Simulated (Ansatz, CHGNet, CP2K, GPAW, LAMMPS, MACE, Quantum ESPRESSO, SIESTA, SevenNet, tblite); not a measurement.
# CP2K runs on glassy Na2Si4O9 (90 atoms)

Wanted: CP2K inputs and outputs for glassy Na2Si4O9 (90 atoms), checked against a plane-wave reference.

Main program and level: CP2K 2026.2; the method is named at each step.

### 1. The starting structure

The cell holds 90 atoms: 12 Na, 54 O and 24 Si. Its edges and angles: a = 10.817 Å, b = 10.817 Å, c = 10.817 Å, α = 90.0°, β = 90.0°, γ = 90.0°. 90 atoms (12 Na, 54 O, 24 Si) placed at random at 2.38 g/cm³, melted at 4500 K for 20 ps at fixed volume with the Morse and Coulomb pair potential with partial charges (Pedone, Malavasi, Menziani, Cormack and Segre, J. Phys. Chem. B 110, 11780 (2006)). Quenched from 4500 K to 300 K at 10 K/ps and fixed volume, held 5 ps.

The yardstick, on the same geometry:

```
method                                           : Kohn-Sham DFT, PBE, PAW, plane waves (Ansatz 0.2.0); cutoff 420 eV, Γ point, fermi-dirac smearing of 0.05 eV; PAW set soft_2
r.m.s. force component                           : 1.292 eV/Å
longest force                                    : 5.169 eV/Å
pressure                                         : 4.954 GPa
gap (highest filled to lowest empty level) : 2.725 eV
SCF cycles                                       : 9
time                                             : 14 s on 4 threads of Arm Neoverse V2, shared host
CPU time                                         : 54 s
```

### 2. PBE, DZVP-MOLOPT-SR, 1200/50 Ry, OT DIIS

Method: Kohn-Sham DFT, PBE, GTH-PBE pseudopotentials, Gaussian and plane waves, DZVP-MOLOPT-SR-GTH, orbital transformation.

input.inp reads:

```
&GLOBAL
  PROJECT cell
  RUN_TYPE ENERGY_FORCE
  PRINT_LEVEL LOW
&END GLOBAL
&FORCE_EVAL
  METHOD QS
  STRESS_TENSOR ANALYTICAL
  &DFT
    BASIS_SET_FILE_NAME BASIS_MOLOPT
    POTENTIAL_FILE_NAME GTH_POTENTIALS
    &MGRID
      CUTOFF 1200
      REL_CUTOFF 50
      NGRIDS 5
    &END MGRID
    &QS
      EPS_DEFAULT 1.0E-12
    &END QS
    &SCF
      SCF_GUESS ATOMIC
      EPS_SCF 1.0E-06
      MAX_SCF 30
      &OT
        MINIMIZER DIIS
        PRECONDITIONER FULL_ALL
        ENERGY_GAP 0.001
      &END OT
      &OUTER_SCF
        EPS_SCF 1.0E-06
        MAX_SCF 8
      &END OUTER_SCF
      &PRINT
        &RESTART OFF
        &END RESTART
      &END PRINT
    &END SCF
    &XC
      &XC_FUNCTIONAL PBE
      &END XC_FUNCTIONAL
    &END XC
    &PRINT
      &MULLIKEN ON
      &END MULLIKEN
      &HIRSHFELD ON
        SHAPE_FUNCTION DENSITY
      &END HIRSHFELD
      &MO_CUBES
        NHOMO 1
        NLUMO 4
        WRITE_CUBE F
      &END MO_CUBES
    &END PRINT
  &END DFT
  &SUBSYS
    &CELL
      A 10.81660 0.00000 0.00000
      B 0.00000 10.81660 0.00000
      C 0.00000 0.00000 10.81660
    &END CELL
    &COORD
      SCALED
      Na 0.40930 0.89040 0.16156
      Na 0.54137 0.77923 0.96578
      Na 0.46190 0.30950 0.69964
      Na 0.53221 0.11486 0.44891
      Na 0.55487 0.60050 0.42996
      Na 0.56074 0.30989 0.00757
      Na 0.87082 0.13334 0.22742
      Na 0.63475 0.84169 0.38422
      Na 0.65250 0.11980 0.22936
      Na 0.83020 0.61887 0.56630
      Na 0.95875 0.32004 0.54337
      Na 0.68222 0.29736 0.69724
      O 0.56332 0.12333 0.68403
      O 0.43060 0.44124 0.21603
      O 0.14213 0.68324 0.98044
      O 0.27493 0.16361 0.73112
      O 0.45412 0.08192 0.87765
      O 0.97624 0.51084 0.93341
      O 0.32597 0.43802 0.56698
      O 0.93654 0.44201 0.35240
      O 0.21630 0.15027 0.97546
      O 0.17922 0.89533 0.07095
      O 0.24349 0.79253 0.46037
      O 0.20649 0.45811 0.97993
      O 0.90252 0.90710 0.77988
      O 0.78224 0.54292 0.78336
      O 0.42532 0.66872 0.63113
      O 0.06602 0.64576 0.39501
      O 0.33334 0.52145 0.78669
      O 0.72186 0.47090 0.46664
      O 0.69410 0.55189 0.99760
      O 0.35300 0.80986 0.92339
      O 0.67909 0.98060 0.85783
      O 0.98635 0.87914 0.20761
      O 0.89328 0.08833 0.92398
      O 0.08855 0.04439 0.66798
      O 0.21214 0.94931 0.29909
      O 0.64123 0.75036 0.55842
      O 0.35816 0.27703 0.37379
      O 0.42006 0.53875 0.00264
      O 0.76966 0.22677 0.06700
      O 0.36914 0.30757 0.90258
      O 0.17941 0.24110 0.52774
      O 0.17508 0.43244 0.38067
      O 0.19192 0.61415 0.59832
      O 0.76900 0.25952 0.36276
      O 0.57359 0.63843 0.16804
      O 0.43823 0.91973 0.36605
      O 0.80608 0.69629 0.17289
      O 0.14247 0.86517 0.81978
      O 0.85448 0.32204 0.85676
      O 0.98563 0.43996 0.69849
      O 0.08215 0.09444 0.16630
      O 0.46226 0.20152 0.16734
      O 0.83801 0.86799 0.01588
      O 0.07267 0.53544 0.16770
[... 30 atom lines left out ...]
      Si 0.54616 0.01566 0.77952
      Si 0.20552 0.11602 0.60886
      Si 0.71743 0.58737 0.14257
      Si 0.43132 0.57444 0.15248
    &END COORD
    &KIND Na
      BASIS_SET DZVP-MOLOPT-SR-GTH-q9
      POTENTIAL GTH-PBE-q9
    &END KIND
    &KIND O
      BASIS_SET DZVP-MOLOPT-SR-GTH-q6
      POTENTIAL GTH-PBE-q6
    &END KIND
    &KIND Si
      BASIS_SET DZVP-MOLOPT-SR-GTH-q4
      POTENTIAL GTH-PBE-q4
    &END KIND
  &END SUBSYS
  &PRINT
    &FORCES ON
    &END FORCES
    &STRESS_TENSOR ON
    &END STRESS_TENSOR
  &END PRINT
&END FORCE_EVAL
```

Launch:

```sh
> OMP_NUM_THREADS=1 cp2k.psmp -i input.inp > output.txt
```

Numbers of over 12 decimals in the logs are rounded to 6 here.

Log:

```text
CP2K| version string:                                       CP2K version 2026.2
 CP2K| Input file name                                                 input.inp
 GLOBAL| Basis set file name                                        BASIS_MOLOPT
 GLOBAL| Potential file name                                      GTH_POTENTIALS
 GLOBAL| Run type                                                   ENERGY_FORCE
 GLOBAL| Total number of message passing processes                             1
 GLOBAL| Number of threads for this process                                    1
 TOTAL NUMBERS AND MAXIMUM NUMBERS
  Total number of            - Atomic kinds:                                   3
                             - Atoms:                                         90
                             - Shell sets:                                    90
                             - Shells:                                       450
                             - Primitive Cartesian functions:                450
                             - Cartesian basis functions:                   1200
                             - Spherical basis functions:                   1122
  Maximum angular momentum of- Orbital basis functions:                        2
                             - Local part of the GTH pseudopotential:          2
                             - Non-local part of the GTH pseudopotential:      2
 SCF PARAMETERS         Density guess:                                    ATOMIC
                        max_scf:                                              30
                        eps_scf:                                        1.00E-06
                        Outer loop SCF in use
                        eps_scf                                         1.00E-06
                        max_scf                                                8
 Extrapolation method: initial_guess
 Number of electrons:                                                        528
[... lines left out ...]
  Step     Update method      Time    Convergence         Total energy    Change
[... lines left out ...]
  Total energy:                                             -1538.116803
[... lines left out ...]
                                         using   7 DIIS vectors
                                         safer DIIS on
  Preconditioner : FULL_ALL            : diagonalization, state selective
  Precond_solver : DEFAULT
  stepsize       :    0.15000000                  energy_gap     :    0.00100000
  eps_taylor     :   0.10000E-15                  max_taylor     :             4
  ----------------------------------- OT ---------------------------------------
  Step     Update method      Time    Convergence         Total energy    Change
[...]
7 OT DIIS     0.15E+00   14.0     0.00000115     -1538.1365242294 -1.03E-07
     8 OT DIIS     0.15E+00   14.0     0.00000047     -1538.1365242459 -1.64E-08
  *** SCF run converged in     8 steps ***
  Electronic density on regular grids:       -528.0000004845       -0.0000004845
  Core density on regular grids:              527.9999999997       -0.0000000003
  Total charge density on r-space grids:       -0.0000004848
  Total charge density g-space grids:          -0.0000004848
  Overlap energy of the core charge distribution:               1.82154e-06
  Self energy of the core charge distribution:              -4011.918876
  Core Hamiltonian energy:                                   1120.454149
  Hartree energy:                                            1664.445234
  Exchange-correlation energy:                               -311.117032
  Total energy:                                             -1538.136524
  outer SCF iter =    2 RMS gradient =   0.47E-06 energy =      -1538.1365242459
  outer SCF loop converged in   2 iterations or   38 steps
 !-----------------------------------------------------------------------------!
                     Mulliken Population Analysis
 #  Atom  Element  Kind  Atomic population                           Net charge
       1     Na       1          8.172127                              0.827873
       2     Na       1          8.156462                              0.843538
       3     Na       1          8.196704                              0.803296
[...]
89     Si       3          3.204687                              0.795313
      90     Si       3          3.394624                              0.605376
 # Total charge                            528.000000                 -0.000000
 !-----------------------------------------------------------------------------!
 !-----------------------------------------------------------------------------!
                           Hirshfeld Charges
  #Atom  Element  Kind  Ref Charge     Population                    Net charge
      1       Na     1       9.000          8.627                         0.373
      2       Na     1       9.000          8.668                         0.332
      3       Na     1       9.000          8.670                         0.330
[...]
89       Si     3       4.000          3.455                         0.545
     90       Si     3       4.000          3.581                         0.419
  Total Charge                                                           -0.000
 !-----------------------------------------------------------------------------!
  Eigenvalues of the occupied subspace spin            1
      -1.84310036     -1.81330859     -1.80930963     -1.80845594
      -1.79920721     -1.79358198     -1.79186419     -1.79153080
      -1.79095149     -1.78499936     -1.77193890     -1.77043554
[...]
0.09063480      0.09803485      0.09982144      0.10766642
 Fermi Energy [eV] :    2.929752
  Using OT eigensolver for additional unoccupied orbitals spin            1
  Lowest Eigenvalues of the unoccupied subspace spin            1
 OT| Eigensolver reached convergence in 211 iterations
       0.20255496      0.24753154      0.25466648      0.26170405
 HOMO - LUMO gap [eV] :    2.582048
 ENERGY| Total FORCE_EVAL ( QS ) energy [hartree]          -1538.136524
 FORCES| Atomic forces [hartree/bohr]
 FORCES|   Atom     x               y               z               |f|
 FORCES|      1 -1.92905459E-02 -1.33716301E-02 -9.83339269E-03   2.54484040E-02
 FORCES|      2  7.79507346E-03 -8.12268438E-03 -3.44038442E-03   1.17718910E-02
 FORCES|      3 -1.27930611E-02  6.56392411E-03 -5.98240154E-03   1.55735879E-02
[...]
FORCES|     89 -6.03695947E-02 -5.10627929E-02 -1.92099850E-02   8.13690377E-02
 FORCES|     90  7.44107735E-03 -7.03922720E-03 -2.32004185E-02   2.53609892E-02
 FORCES| Sum     3.31300533E-02 -3.49049713E-03 -8.88549302E-03
 FORCES| Total atomic force                                       3.44780508E-02
 STRESS| Analytical stress tensor [bar]
 STRESS|                        x                   y                   z
 STRESS|      x        6.03966606102E+04  -1.68203586499E+04  -2.10542476843E+04
 STRESS|      y       -1.68203586499E+04   4.54569750041E+04  -1.71965364304E+03
 STRESS|      z       -2.10542476843E+04  -1.71965364304E+03   4.14631966991E+04
 STRESS| 1/3 Trace                                             4.91056107711E+04
```

It took 9.6 min on 1 thread of Arm Neoverse V2, shared host; peak memory 3.9 GiB.

Banners, paths, timers and routine set-up lines are dropped from the logs unmarked, and long logs keep their key lines alone; longer cuts are marked.

Numbers from this run, and their distance from the reference:

| Quantity | Value |
| --- | --- |
| r.m.s. force component | 1.294 eV/Å |
| r.m.s. difference of force components | 129.6 meV/Å |
| longest difference of force vectors | 554.2 meV/Å |
| force difference over r.m.s. force | 10.03 % |
| slope of forces against the reference's | 0.997 |
| correlation of force components | 0.995 |
| gap (highest filled to lowest empty level) | 2.582 eV |
| gap difference | -0.1429 eV |
| pressure | 4.911 GPa |
| pressure difference | -0.0435 GPa |

Length of the force difference by element (eV/Å):

| element | atoms | mean | most |
| --- | --- | --- | --- |
| Na | 12 | 0.37 | 0.48 |
| O | 54 | 0.13 | 0.29 |
| Si | 24 | 0.25 | 0.55 |

The surroundings of O64, picked at random, nearest first, numbered as they follow in the input and with coordinates relative to it.

| atom | x | y | z | distance (Å) | bonds | Hirshfeld charge (e) | Fx | Fy | Fz (eV/Å) |
| --- | --- | --- | --- | --- | --- | --- | --- | --- | --- |
| O64 | 0.00 | 0.00 | 0.00 | 0.00 | 4 | -0.43 | -1.93 | 1.24 | 1.87 |
| Si84 | 0.97 | -0.98 | -0.69 | 1.55 | 4 | 0.51 | 1.57 | 0.95 | -2.67 |
| Na9 | -1.09 | 2.02 | -0.02 | 2.30 | 4 | 0.36 | -0.05 | 0.68 | -0.77 |
| Na8 | -1.29 | -0.99 | 1.65 | 2.31 | 3 | 0.38 | 0.28 | 0.11 | -0.47 |
| Na7 | 1.27 | 2.17 | -0.05 | 2.51 | 4 | 0.34 | 0.88 | 0.01 | -0.09 |
| O34 | 2.52 | -0.58 | -0.26 | 2.60 | 2 | -0.28 | -0.81 | -0.80 | 1.05 |
| O55 | 0.91 | -0.70 | -2.33 | 2.60 | 2 | -0.29 | -0.35 | 0.31 | -1.43 |
| O49 | 0.57 | -2.56 | -0.64 | 2.70 | 2 | -0.26 | 2.00 | 1.10 | 1.26 |
| O41 | 0.17 | 3.18 | -1.78 | 3.65 | 4 | -0.43 | -1.73 | 0.10 | 1.55 |

Forces lie 10 % from the reference's, at 11 times its CPU time (on 1 against 4 cores).

The forces add up to 1.8 eV/Å instead of zero, usually a sign of too coarse a grid.

[end of part 1 of 2]

[Also dropped from logs without a mark: logging warnings of Python, and SIESTA's first energy breakdown and zero terms.]

[Logs are printed without paths, hosts, clocks, repeated set-up lines and the standing remarks that a program may print on its own settings, such as how far it seeks lower states.]

[Hosts, paths, dates, database ids (printed as entryN), source tags and the programs' standing remarks are cut or masked in the printed files.]
